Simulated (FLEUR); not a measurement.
# Collinear magnetic orders of CrO2 with FLEUR, part 2 of 2

Wanted: the moments of CrO2 and the energy of each order that was tried.

FLEUR MaX-R8.1; PBEsol with U = 3.5 eV on Cr d; all-electron FLAPW, Dirac cores, scalar-relativistic bands.

So far. Step 2 (Start 1: ferro ++): After 25 cycles the largest moment stands at 2.26 μB.

## Step 3: Start 2: antiferro +-

Reversing part of the moments tests the sign of the couplings between them.

inp.xml reads:

```
<?xml version="1.0" encoding="UTF-8" standalone="no"?>
<fleurInput fleurInputVersion="0.39">
   <comment>
      CrO2
   </comment>
   <calculationSetup>
      <cutoffs Kmax="4.4" Gmax="13.2" GmaxXC="13.2" numbands="0"/>
      <scfLoop itmax="130" minDistance="0.0001" maxIterBroyd="15" imix="Anderson" alpha="0.05" precondParam="0.0" spinf="2.0" sdNocoIR="T"/>
      <coreElectrons ctail="T" frcor="F" kcrel="0" coretail_lmax="0"/>
      <xcFunctional name="PBEs" relativisticCorrections="F"/>
      <magnetism jspins="2"/>
      <soc l_soc="F" theta="0.0" phi="0.0" spav="F"/>
      <expertModes spex="0" secvar="F"/>
      <geometryOptimization l_f="F" forcealpha="1.0" forcemix="BFGS" epsdisp="0.00001" epsforce="0.00001"/>
      <ldaU l_linMix="F" mixParam="0.05" spinf="1.0"/>
   </calculationSetup>
   <cell>
      <bzIntegration valenceElectrons="52.0" mode="hist" fermiSmearingEnergy="0.00183747">
         <kPointListSelection listName="default-1"/>
         <xi:include xmlns:xi="http://www.w3.org/2001/XInclude" href="kpts.xml"> </xi:include>
      </bzIntegration>
      <xi:include xmlns:xi="http://www.w3.org/2001/XInclude" href="sym.xml"> </xi:include>
      <bulkLattice scale="1.0">
         <bravaisMatrix>
            <row-1>    8.3544791968565999     0.0000000000000000     0.0000000000000000</row-1>
            <row-2>    0.0000000000000000     8.3544791968565999     0.0000000000000000</row-2>
            <row-3>    0.0000000000000000     0.0000000000000000     5.5123311054581992</row-3>
         </bravaisMatrix>
      </bulkLattice>
   </cell>
   <atomSpecies>
      <species name="Chromium (3.000" element="Cr" atomicNumber="24">
         <mtSphere radius="2.22" gridPoints="735" logIncrement="0.016"/>
         <atomicCutoffs lmax="8" lnonsphr="6"/>
         <electronConfig flipSpins="F">
            <coreConfig>(1s1/2) (2s1/2) (2p1/2) (2p3/2)</coreConfig>
            <valenceConfig>(3s1/2) (3p1/2) (3p3/2) (4s1/2) (3d3/2) (3d5/2)</valenceConfig>
            <stateOccupation state="(4s1/2)" spinUp="0.5" spinDown="0.5"/>
            <stateOccupation state="(3d3/2)" spinUp="1.0" spinDown="1.0"/>
            <stateOccupation state="(3d5/2)" spinUp="3.0" spinDown="0.0"/>
         </electronConfig>
         <energyParameters s="4" p="4" d="3" f="4"/>
         <ldaU l="2" U="3.5" J="0.0" l_amf="F"/>
         <lo type="SCLO" l="0" n="3" eDeriv="0"/>
         <lo type="SCLO" l="1" n="3" eDeriv="0"/>
      </species>
      <species name="Chromium (-3.000" element="Cr" atomicNumber="24">
         <mtSphere radius="2.22" gridPoints="735" logIncrement="0.016"/>
         <atomicCutoffs lmax="8" lnonsphr="6"/>
         <electronConfig flipSpins="F">
            <coreConfig>(1s1/2) (2s1/2) (2p1/2) (2p3/2)</coreConfig>
            <valenceConfig>(3s1/2) (3p1/2) (3p3/2) (4s1/2) (3d3/2) (3d5/2)</valenceConfig>
            <stateOccupation state="(4s1/2)" spinUp="0.5" spinDown="0.5"/>
            <stateOccupation state="(3d3/2)" spinUp="1.0" spinDown="1.0"/>
            <stateOccupation state="(3d5/2)" spinUp="0.0" spinDown="3.0"/>
         </electronConfig>
         <energyParameters s="4" p="4" d="3" f="4"/>
         <ldaU l="2" U="3.5" J="0.0" l_amf="F"/>
         <lo type="SCLO" l="0" n="3" eDeriv="0"/>
         <lo type="SCLO" l="1" n="3" eDeriv="0"/>
      </species>
      <species name="Oxygen (O)" element="O" atomicNumber="8">
         <mtSphere radius="1.25" gridPoints="415" logIncrement="0.025"/>
         <atomicCutoffs lmax="6" lnonsphr="4"/>
         <electronConfig flipSpins="F">
            <coreConfig>(1s1/2)</coreConfig>
            <valenceConfig>(2s1/2) (2p1/2) (2p3/2)</valenceConfig>
            <stateOccupation state="(2p1/2)" spinUp="0.666667" spinDown="0.666667"/>
            <stateOccupation state="(2p3/2)" spinUp="1.333333" spinDown="1.333333"/>
         </electronConfig>
         <energyParameters s="2" p="2" d="3" f="4"/>
      </species>
   </atomSpecies>
   <atomGroups>
      <atomGroup species="Chromium (3.000">
         <relPos label="                   1">.0000000000 .0000000000 .0000000000</relPos>
         <force calculate="T" relaxXYZ="TTT"/>
      </atomGroup>
      <atomGroup species="Chromium (-3.000">
         <relPos label="                   2">1.000/2.000 1.000/2.000 1.000/2.000</relPos>
         <force calculate="T" relaxXYZ="TTT"/>
      </atomGroup>
      <atomGroup species="Oxygen (O)">
         <relPos label="                   3">.3010000000 .3010000000 .0000000000</relPos>
         <relPos label="                   5">-.3010000000 -.3010000000 .0000000000</relPos>
         <force calculate="T" relaxXYZ="TTT"/>
      </atomGroup>
      <atomGroup species="Oxygen (O)">
         <relPos label="                   4">.1990000000 -.1990000000 1.000/2.000</relPos>
         <relPos label="                   6">-.1990000000 .1990000000 1.000/2.000</relPos>
         <force calculate="T" relaxXYZ="TTT"/>
      </atomGroup>
   </atomGroups>
   <output dos="F" band="F" slice="F">
      <bandDOS minEnergy="-.5*Htr" maxEnergy="0.5*Htr" sigma="0.015" storeEVData="T"/>
      <plotting iplot="0" polar="F">
         <plot TwoD="T" vec1="  1.0  0.0  0.0" vec2="  0.0  1.0  0.0" vec3="  0.0  0.0  1.0" zero="  0.0  0.0  0.0" file="plot"/>
      </plotting>
      <moessbauerParams electricFieldGradient="F" isomerShift="F" coreHyperfine="F" valenceHyperfine="F"/>
   </output>
</fleurInput>
```

crystal.txt reads:

```
CrO2
&input film=F cartesian=F /
4.42100000000  0.00000000000  0.00000000000
0.00000000000  4.42100000000  0.00000000000
0.00000000000  0.00000000000  2.91700000000
1.8897261246
1.0 1.0 1.0

6
24 0.00000000000  0.00000000000  0.00000000000 : 3.000
24 0.50000000000  0.50000000000  0.50000000000 : -3.000
8 0.30100000000  0.30100000000  0.00000000000
8 0.19900000000  0.80100000000  0.50000000000
8 0.69900000000  0.69900000000  0.00000000000
8 0.80100000000  0.19900000000  0.50000000000

&kpt div1=8 div2=8 div3=8 gamma=T /
```

Run with:

```sh
$ OMP_NUM_THREADS=1 inpgen -f crystal.txt > inpgen.log  # inp.xml is then edited as shown
$ OMP_NUM_THREADS=1 mpirun -n 4 fleur_MPI > fleur.log
```

What it wrote:

```text
[banner, memory and clock lines left out]
Welcome to FLEUR        (www.flapw.de)
      MaX-Release 8.1          (www.max-centre.eu)

 ========== k-point set info ==========
 Selected k-point list: default-1
 k-point list type: mesh
 0 x 0 x 0
 Number of k points: 108

 ------------Calculation Setup---------------------------
 Number of PE/node        :            4
 Number of OMP-threads    :            1
 k-points in parallel     :            4
 pe's per k-point         :            1
 No of k-point loops      :           27
 Eigenvalue solver        :       lapack
 Number of basis functions:          608
 Approximate size of matrices (H+S) per k-point:         0.006 GB
 no density matrix found ... skipping LDA+U
 Reset of history
 Iteration:     1   Distance:      51.90757139 me/bohr^3
 Iteration:     2   Distance:      46.34186366 me/bohr^3
 Iteration:     3   Distance:      39.50238760 me/bohr^3
 Iteration:     4   Distance:      32.37213758 me/bohr^3
 Iteration:     5   Distance:      33.80811340 me/bohr^3
 Iteration:     6   Distance:      31.04919380 me/bohr^3
 Iteration:     7   Distance:      13.13430330 me/bohr^3
 Iteration:     8   Distance:      21.46056030 me/bohr^3
 Iteration:     9   Distance:      26.37862120 me/bohr^3
 Iteration:    10   Distance:      28.47154042 me/bohr^3
[... 21 iterations left out ...]
 Iteration:    32   Distance:       0.01123025 me/bohr^3
 Iteration:    33   Distance:       0.00627168 me/bohr^3
 Iteration:    34   Distance:       0.00626485 me/bohr^3
 Iteration:    35   Distance:       0.00356496 me/bohr^3
 Iteration:    36   Distance:       0.00144746 me/bohr^3
 Iteration:    37   Distance:       0.00112394 me/bohr^3
 Iteration:    38   Distance:       0.00065806 me/bohr^3
 Iteration:    39   Distance:       0.00038271 me/bohr^3
 Iteration:    40   Distance:       0.00022820 me/bohr^3
 Iteration:    41   Distance:       0.00008946 me/bohr^3

 ********************************************************************
 Run finished successfully
 Stop message:
   all done
 ********************************************************************

--- out.xml (last complete iteration) ---
<iteration numberForCurrentRun="   41" overallNumber="   41">
         [... left out ...]
         <bandgap value="0.0657628155" units="eV"/>
         <sumValenceSingleParticleEnergies value="-25.1809971286" units="Htr"/>
         <FermiEnergy value="0.2651300312" units="Htr"/>
         <valenceDensity>
            <mtCharges spin="1">
               <mtCharge atomType="1" total="7.2070230" s="1.1385183" p="3.1916244" d="2.7934578" f="0.0616891"/>
               <mtCharge atomType="2" total="5.2463129" s="1.1279685" p="3.1815053" d="0.8535869" f="0.0605797"/>
               <mtCharge atomType="3" total="1.9383194" s="0.6109317" p="1.3254177" d="0.0016842" f="0.0002433"/>
               <mtCharge atomType="4" total="1.9526549" s="0.6109866" p="1.3391719" d="0.0021421" f="0.0003036"/>
            </mtCharges>
            <mtCharges spin="2">
               <mtCharge atomType="1" total="5.2463108" s="1.1279682" p="3.1815048" d="0.8535858" f="0.0605796"/>
               <mtCharge atomType="2" total="7.2070197" s="1.1385185" p="3.1916247" d="2.7934538" f="0.0616892"/>
               <mtCharge atomType="3" total="1.9526558" s="0.6109866" p="1.3391728" d="0.0021421" f="0.0003036"/>
               <mtCharge atomType="4" total="1.9383201" s="0.6109318" p="1.3254183" d="0.0016842" f="0.0002433"/>
            </mtCharges>
            <spinDependentCharge spin="1" total="26.0000008" interstitial="5.7647162" mtSpheres="20.2352846"/>
            <spinDependentCharge spin="2" total="25.9999992" interstitial="5.7647168" mtSpheres="20.2352824"/>
            <totalCharge value="52.0000000000"/>
         </valenceDensity>
         [... left out ...]
         <magneticMomentsInMTSpheres units="muBohr">
            <globalMagMoment atomType="1" vec="0.00000   0.00000   1.96071"/>
            <localMagMoment atomType="1" vec="0.00000   0.00000   1.96071"/>
            <globalMagMoment atomType="2" vec="0.00000   0.00000  -1.96071"/>
            <localMagMoment atomType="2" vec="0.00000   0.00000  -1.96071"/>
            <globalMagMoment atomType="3" vec="0.00000   0.00000  -0.01434"/>
            <localMagMoment atomType="3" vec="0.00000   0.00000  -0.01434"/>
            <globalMagMoment atomType="4" vec="0.00000   0.00000   0.01433"/>
            <localMagMoment atomType="4" vec="0.00000   0.00000   0.01433"/>
         </magneticMomentsInMTSpheres>
         [... left out ...]
         <totalEnergy value="    -2399.5219611072" units="Htr">
            <sumOfEigenvalues value="    -1374.0617900879">
               <coreElectrons value="-1348.8807929593"/>
               <valenceElectrons value="-25.1809971286"/>
            </sumOfEigenvalues>
            <densityCoulombPotentialIntegral value="-3628.2797744196"/>
            <densityEffectivePotentialIntegral value="-3796.1165380753"/>
            <chargeDenXCDenIntegral value="-128.4387222361"/>
            <FockExchangeEnergyValence value="0.0000000000"/>
            <FockExchangeEnergyCore value="0.0000000000"/>
         [... left out ...]
            <dftUCorrection value="-0.2813486467"/>
            <tkbTimesEntropy value="0.0001568438"/>
            <freeEnergy value="-2399.5221179510"/>
            <extrapolationTo0K value="-2399.5220395291"/>
         </totalEnergy>
         [... left out ...]
         <ldaUDensityMatrixConvergence>
            <distance spin="1" distance="0.000006"/>
            <distance spin="2" distance="0.000006"/>
         </ldaUDensityMatrixConvergence>
         <densityConvergence units="me/bohr^3">
            <chargeDensity spin="1" distance="0.0000478932"/>
            <chargeDensity spin="2" distance="0.0000479505"/>
            <overallChargeDensity distance="0.0000894648"/>
            <spinDensity distance="0.0000343813"/>
         </densityConvergence>
      </iteration>
```

It took 5.3 min on 4 MPI ranks of Arm Neoverse V1, shared host; peak memory 0.33 GiB; 21 min of CPU time.

Spin moment in the muffin-tin sphere by atom:

| atom | spin moment in the muffin-tin sphere (μB) |
| --- | --- |
| Cr1 | 1.96 |
| Cr2 | -1.96 |
| O3 | -0.01 |
| O4 | 0.01 |
| O5 | -0.01 |
| O6 | 0.01 |

This step gave:

| Quantity | Value |
| --- | --- |
| free energy | -65294.3232 eV |
| program's band gap on this mesh (in a metal only a level spacing) | 0.06576 eV |
| magnetization | 0 μB |
| final state | antiferromagnetic |

It lies 185 meV a seeded atom over the first start, and its largest moment is 1.96 μB against 2.26 μB.

## Step 4: The states side by side

Free energies are divided by the number of seeded atoms.

Orders:

```csv
start,final state,typed order kept,energy over the lowest (meV a seeded atom),largest sphere moment (μB),net moment (μB a primitive cell),mesh matched,CPU time (s)
ferro ++,"ferromagnetic, with opposed induced moments",yes,0,2.259,4,yes,508
antiferro +-,antiferromagnetic,yes,185.4,1.961,0,yes,1260
```

## Step 5: Results

```
lowest state found       : ferromagnetic (typed ferro ++)
largest site spin moment : 2.26 μB
next finished state      : antiferromagnetic, 185 meV a seeded atom higher
```

The lowest state found is ferromagnetic, reached from the start ferro ++, with moments up to 2.26 μB. The next finished state costs 185 meV a seeded atom. This is the lowest of 2 finished starts, no proof of the ground state.

[Logs and program files are shortened in this print: banners, set-up blocks, solver, clock and traceback lines can be left out without a mark of their own.]

[Logs are printed without paths, hosts, clocks, repeated set-up lines and the standing remarks that a program may print on its own settings, such as how far it seeks lower states.]

[Hosts, paths, dates, database ids (printed as entryN), source tags and the programs' standing remarks are cut or masked in the printed files.]

[Where a cell is said to come from a database of computed structures, the database is the Materials Project.]
